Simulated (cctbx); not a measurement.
# What is wrong with this refinement?

Cell a = 5.8470 Å, b = 5.8470 Å, c = 12.5050 Å, α = 90.00°, β = 90.00°, γ = 90.00°; space group I-42m (no. 121).

Simulated single-crystal data (cctbx): Mo Kα, λ = 0.71073 Å, to d = 0.77 Å, 80 % of the full sphere, strongest reflection 70000 counts, noise from counting, a 3 % proportional error and a noise floor of 2 counts (s.d.); no absorption.

An anisotropic refinement with weights 1/σ² prints:

```text
Rint 0.024, 279 unique reflections to 0.77 A
cycle     R1     wR2    GooF  max shift (A)
   1  0.1275  0.4043  24.635   0.00500
   3  0.0365  0.1105   6.734   0.00001
final R1 0.0365 wR2 0.1105 GooF 6.734  parameters 10  data/parameter 27.9
atom        x        y        z      Ueq    occ   su(xyz)  su(Uiso or U11)
Te1    0.21679  0.21679  0.37772   0.0116  1.000  0.00012  0.0004
Se1    0.50000  0.00000  0.25000   0.0284  1.000  0.00000  0.0008
Mg1    0.00000  0.00000  0.00000   0.0380  1.000  0.00000  0.0048
difference map: max 3.67 min -2.24 rms 0.48
Q1    0.2425  0.2425  0.3764    8    3.72  0.21 A from Te1
Q2    0.0000  0.0000  0.5000    2    1.46  2.36 A from Te1
Q3    0.0000  0.0000  0.0000    2    1.09  0.00 A from Mg1
Q4    0.2541  0.2541  0.1242    8    1.05  2.60 A from Se1
Q5    0.0000  0.3030  0.0000    8    0.56  1.77 A from Mg1
Q6    0.0615  0.0615  0.3259    8    0.47  1.44 A from Te1
```

**Question.** Can this result stand? If not, what is the likely fault?

Mend it. The fault: wrong element: Se1 is Fe. Against the right model at the same level, R1 goes from 0.0057 to 0.0365 and GooF from 0.88 to 6.73, U of Se1 swells from 0.0125 to 0.0284 Å², U of Mg1 shrinks from 0.0578 to 0.0380 Å², the top difference peak, 3.7 e/Å³, lies on Te1 and a hole of -2.2 e/Å³ opens. Se1 has 8 electrons too many and its U swells to shed them, as expected.

The compound is MgFe2Te4. The right model at the same level gives:

```text
Rint 0.024, 279 unique reflections to 0.77 A
cycle     R1     wR2    GooF  max shift (A)
   1  0.0231  0.0726   4.423   0.00082
   2  0.0057  0.0145   0.884   0.00000
final R1 0.0057 wR2 0.0145 GooF 0.884  parameters 10  data/parameter 27.9
atom        x        y        z      Ueq    occ   su(xyz)  su(Uiso or U11)
Te1    0.21709  0.21709  0.37771   0.0150  1.000  0.00002  0.0001
Fe1    0.50000  0.00000  0.25000   0.0125  1.000  0.00000  0.0001
Mg1    0.00000  0.00000  0.00000   0.0578  1.000  0.00000  0.0010
Flack x: 0.13(6)
Hooft y: -0.085(87)  Bijvoet pairs: 107
difference map: max 0.16 min -0.18 rms 0.04
Q1    0.2125  0.2125  0.7911    8    0.16  1.23 A from Te1
Q2    0.0534  0.0534  0.7842    8    0.14  2.23 A from Te1
Q3    0.0154  0.3650  0.7867   16    0.14  0.92 A from Fe1
Q4    0.0758  0.2410  0.9175   16    0.13  1.33 A from Te1
Q5    0.1005  0.1813  0.4596   16    0.12  1.25 A from Te1
Q6    0.1268  0.2848  0.3486   16    0.11  0.75 A from Te1
```

This is a model crystal, built by substitution and not relaxed, with assumed displacement parameters.

[Middle refinement cycles are left out of these outputs.]

[Logs are printed without paths, hosts, clocks, repeated set-up lines and the standing remarks that a program may print on its own settings, such as how far it seeks lower states.]
